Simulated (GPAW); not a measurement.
# Segments of Ge in a Mo chain: a series of junctions, part 2 of 2

Wanted: the trend of the zero-bias conductance over a family of junctions, segments of Ge in a Mo chain.

GPAW 26.7.0; GPAW LCAO, PAW setups; Landauer transmission from Green's functions with principal layers (ASE), zero bias.

So far, transmission at the Fermi level (one spin): step 2 (member of the series, foreign atoms 1) 2.80; step 3 (16 atoms, foreign atoms 2) 2.52; step 4 (17 atoms, foreign atoms 3) 2.47; step 5 (18 atoms, foreign atoms 4) 2.76; step 6 (19 atoms, foreign atoms 5) 2.95.

## 7. Member of the series, 20 atoms: segment atoms = 6

System of this step: 6 Ge atoms in a Mo chain. The cell holds 20 atoms: 14 Mo and 6 Ge. Cell: a = 9.000 Å, b = 9.000 Å, c = 45.573 Å, α = 90.0°, β = 90.0°, γ = 90.0°. Regions: left lead, 7 atoms (7 Mo); channel, 6 atoms (6 Ge); right lead, 7 atoms (7 Mo). Vacuum lies along a and b. The structure is stacked along c, and the current runs across the ab planes.

run.py

```python
import json
import numpy as np
from ase import Atoms
from ase.transport.calculators import TransportCalculator
from gpaw import GPAW, FermiDirac
from gpaw.lcao.tools import get_lcao_hamiltonian
from scipy.linalg import eigh

# The junction with lead layers at both ends, along the third cell vector
device = Atoms(
    ['Mo', 'Mo', 'Mo', 'Mo', 'Mo', 'Mo', 'Mo', 'Ge', 'Ge', 'Ge', 'Ge', 'Ge', 'Ge', 'Mo', 'Mo', 'Mo', 'Mo', 'Mo', 'Mo', 'Mo'],
    positions=[
        [4.50000, 4.50000, 1.12500],
        [4.50000, 4.50000, 3.37500],
        [4.50000, 4.50000, 5.62500],
        [4.50000, 4.50000, 7.87500],
        [4.50000, 4.50000, 10.12500],
        [4.50000, 4.50000, 12.37500],
        [4.50000, 4.50000, 14.62500],
        [4.50000, 4.50000, 16.91150],
        [4.50000, 4.50000, 19.26150],
        [4.50000, 4.50000, 21.61150],
        [4.50000, 4.50000, 23.96150],
        [4.50000, 4.50000, 26.31150],
        [4.50000, 4.50000, 28.66150],
        [4.50000, 4.50000, 30.94800],
        [4.50000, 4.50000, 33.19800],
        [4.50000, 4.50000, 35.44800],
        [4.50000, 4.50000, 37.69800],
        [4.50000, 4.50000, 39.94800],
        [4.50000, 4.50000, 42.19800],
        [4.50000, 4.50000, 44.44800]],
    cell=[[9.0, 0.0, 0.0], [0.0, 9.0, 0.0], [0.0, 0.0, 45.573]],
    pbc=True)

# One principal layer of the lead: the first 5 atoms of the device
lead = Atoms(
    ['Mo', 'Mo', 'Mo', 'Mo', 'Mo'],
    positions=[
        [4.50000, 4.50000, 1.12500],
        [4.50000, 4.50000, 3.37500],
        [4.50000, 4.50000, 5.62500],
        [4.50000, 4.50000, 7.87500],
        [4.50000, 4.50000, 10.12500]],
    cell=[[9.0, 0.0, 0.0], [0.0, 9.0, 0.0], [0.0, 0.0, 11.25]],
    pbc=True)

settings = dict(mode='lcao', basis='dzp', xc='LDA', h=0.2,
                occupations=FermiDirac(0.1), maxiter=250,
                mixer=dict(beta=0.1, nmaxold=8, weight=100.0),
                convergence=dict(density=0.0001))
energies = np.arange(-2, 2 + 1e-9, 0.05)
eta = 0.0001
n1, n2 = 1, 1
# k and -k transmit alike, so half of the mesh across the current serves
mesh = [(i, j) for i in range(n1) for j in range(n2) if (i, j) <= (-i % n1, -j % n2)]
weights = np.array([1 if (i, j) == (-i % n1, -j % n2) else 2 for i, j in mesh]) / (n1 * n2)

# [... helper functions left out ...]
fermi_lead = ground_state(lead, (1, 1, 10), 'lead.txt')
fermi_device = ground_state(device, (1, 1, 2), 'device.txt')
# [... loop over the mesh left out, but for ...]
        # Shift the lead onto the potential of the device's first layer
        shift = ((H[:, 0, 0] - H0[:, 0, 0]) / S0[0, 0]).real.mean()
# [...]
kT = 8.617333e-5 * 77
bias = [0.1, 0.2, 0.5, 1.0, 1.5, 2.0]
# [... integrals and printing left out ...]
```

Command:

```console
OMP_NUM_THREADS=1 OPENBLAS_NUM_THREADS=1 python run.py
```

The program printed:

```text
basis functions: device 484, principal layer 145
Fermi level: lead -2.9955 eV, device -3.2258 eV; lead shifted by -0.0057 eV
largest coupling past the next layer 2.75e-05 eV, largest misfit of the first layer 0.036 eV
  E-E_F (eV)   T (one spin)  [channel counts left out]
    -2.000    4.1504e-01
    -1.950    4.1028e-01
    -1.900    4.0625e-01
[...]
1.950    2.4302e+00
     2.000    1.7989e+00
conductance at 77 K: 2.708 G0 a cell; thermopower 0.1366 uV/K
current from the zero-bias T(E) at 0.1 V: 20.979 uA
current from the zero-bias T(E) at 0.2 V: 41.948 uA
current from the zero-bias T(E) at 0.5 V: 104.79 uA
current from the zero-bias T(E) at 1.0 V: 210.18 uA
current from the zero-bias T(E) at 1.5 V: 310.38 uA
current from the zero-bias T(E) at 2.0 V: 405.55 uA
```

Elapsed: 5.1 min, on 1 thread of AMD EPYC 7R43, shared host; peak memory 1.7 GiB.

The conductance, 2.71 G₀, lies 8.2 % below that of the member before.

## 8. Side by side

Times are for 1 thread of AMD EPYC 7R43, shared host. Results by setting:

```tsv
no.	foreign atoms	conductance (G₀)	time	memory (GiB)
1	1	2.795	4.7 min	1.4
2	2	2.522	4.7 min	1.4
3	3	2.466	5.7 min	1.5
4	4	2.763	5.3 min	1.6
5	5	2.949	5.5 min	1.6
6	6	2.708	5.1 min	1.7
```

The runs together. Table of transmission, zone mean by energy, zero at the Fermi level:

```tsv
energy (eV)	1	2	3	4	5	6
-2.000	1.49	0.968	0.700	0.526	0.457	0.415
-1.800	1.60	0.971	0.647	0.479	0.420	0.400
-1.600	1.73	0.975	0.588	0.423	0.378	0.385
-1.400	1.87	0.994	0.584	0.431	0.395	0.447
-1.200	2.05	1.16	0.751	0.597	0.488	0.576
-1.000	2.24	1.47	1.25	1.46	1.26	1.45
-0.800	2.41	1.89	2.07	2.45	2.50	2.45
-0.600	2.55	2.28	2.44	2.35	2.42	2.77
-0.400	2.67	2.49	2.42	2.44	2.78	2.96
-0.200	2.75	2.54	2.41	2.64	2.96	2.77
0.000	2.80	2.52	2.47	2.76	2.95	2.71
0.150	2.80	2.49	2.52	2.81	2.93	2.66
0.200	2.80	2.48	2.54	2.82	2.92	2.63
0.400	2.77	2.46	2.57	2.86	2.87	2.50
0.600	2.70	2.46	2.55	2.93	2.73	2.46
0.800	2.60	2.48	2.48	2.99	2.53	2.51
0.850	2.57	2.49	2.47	2.99	2.48	2.51
1.000	2.46	2.50	2.42	2.95	2.38	2.46
1.200	2.28	2.50	2.37	2.73	2.36	2.23
1.400	2.04	2.43	2.38	2.35	2.47	2.00
1.600	1.74	2.20	2.45	1.91	2.46	1.95
1.800	1.35	1.67	2.56	1.45	1.86	2.12
1.900	1.06	1.26	2.61	1.14	1.31	2.32
2.000	0.695	0.716	1.96	0.679	0.586	1.80
```

The runs together. Current through one cell, from the zero-bias transmission against bias:

```tsv
bias (V)	1 (μA)	2 (μA)	3 (μA)	4 (μA)	5 (μA)	6 (μA)
0.100	21.7	19.5	19.1	21.4	22.9	21.0
0.200	43.3	39.1	38.2	42.8	45.7	41.9
0.500	108	97.5	95.7	106	114	105
1.000	213	194	192	209	224	210
1.500	315	284	288	312	324	310
2.000	409	366	369	412	414	406
```

## 9. A varied run

One more run, with changed settings.

System of this step: 5 Ge atoms in a Mo chain. The cell holds 19 atoms: 14 Mo and 5 Ge. Its edges and angles: a = 9.000 Å, b = 9.000 Å, c = 43.223 Å, α = 90.0°, β = 90.0°, γ = 90.0°. Regions: left lead, 7 atoms (7 Mo); channel, 5 atoms (5 Ge); right lead, 7 atoms (7 Mo). Vacuum lies along a and b. The structure is stacked along c, and the current runs across the ab planes.

run.py: that of step 7 with these lines changed.

```diff
@@ -10,3 +10,3 @@
 device = Atoms(
-    ['Mo', 'Mo', 'Mo', 'Mo', 'Mo', 'Mo', 'Mo', 'Ge', 'Ge', 'Ge', 'Ge', 'Ge', 'Ge', 'Mo', 'Mo', 'Mo', 'Mo', 'Mo', 'Mo', 'Mo'],
+    ['Mo', 'Mo', 'Mo', 'Mo', 'Mo', 'Mo', 'Mo', 'Ge', 'Ge', 'Ge', 'Ge', 'Ge', 'Mo', 'Mo', 'Mo', 'Mo', 'Mo', 'Mo', 'Mo'],
     positions=[
@@ -24,11 +24,10 @@
         [4.50000, 4.50000, 26.31150],
-        [4.50000, 4.50000, 28.66150],
-        [4.50000, 4.50000, 30.94800],
-        [4.50000, 4.50000, 33.19800],
-        [4.50000, 4.50000, 35.44800],
-        [4.50000, 4.50000, 37.69800],
-        [4.50000, 4.50000, 39.94800],
-        [4.50000, 4.50000, 42.19800],
-        [4.50000, 4.50000, 44.44800]],
-    cell=[[9.0, 0.0, 0.0], [0.0, 9.0, 0.0], [0.0, 0.0, 45.573]],
+        [4.50000, 4.50000, 28.59800],
+        [4.50000, 4.50000, 30.84800],
+        [4.50000, 4.50000, 33.09800],
+        [4.50000, 4.50000, 35.34800],
+        [4.50000, 4.50000, 37.59800],
+        [4.50000, 4.50000, 39.84800],
+        [4.50000, 4.50000, 42.09800]],
+    cell=[[9.0, 0.0, 0.0], [0.0, 9.0, 0.0], [0.0, 0.0, 43.223]],
     pbc=True)
@@ -48,3 +47,3 @@
 settings = dict(mode='lcao', basis='dzp', xc='LDA', h=0.2,
-                occupations=FermiDirac(0.1), maxiter=250,
+                occupations=FermiDirac(0.1), maxiter=5,
                 mixer=dict(beta=0.1, nmaxold=8, weight=100.0),
```

The program printed:

```text
gpaw.KohnShamConvergenceError
```

The job ended after 23 s (1 thread; peak memory 0.49 GiB).

No converged result was reached; the numbers in the log don't describe the system.

The fault put into the input: too few SCF iterations (maxiter = 5).

## 10. What came out

```json
{"conductance, first and last member": "2.79 and 2.71 G₀", "largest and smallest": "2.95 and 2.47 G₀"}
```

In words: As the number of foreign atoms goes from 1 to 6, the conductance goes from 2.79 to 2.71 G₀. The conductance does not change monotonically along the series. The geometry was built from estimated bond lengths and not relaxed, so the numbers describe this model structure. The run had no spin polarisation, so a magnetic state, which chains and small molecules with open shells often have, wasn't tested. An evenly spaced straight chain is an idealisation: free chains tend to dimerise, zigzag or, where a band edge lies near the Fermi level, turn magnetic. The currents use the zero-bias T(E) throughout, which holds only while the bias is small against the distance to the nearest feature. The energy step is wider than the thermal energy, so the conductance and thermopower rest on interpolation of T(E).

[Logs are printed without paths, hosts, clocks, repeated set-up lines and the standing remarks that a program may print on its own settings, such as how far it seeks lower states.]

[Hosts, paths, dates, database ids (printed as entryN), source tags and the programs' standing remarks are cut or masked in the printed files.]
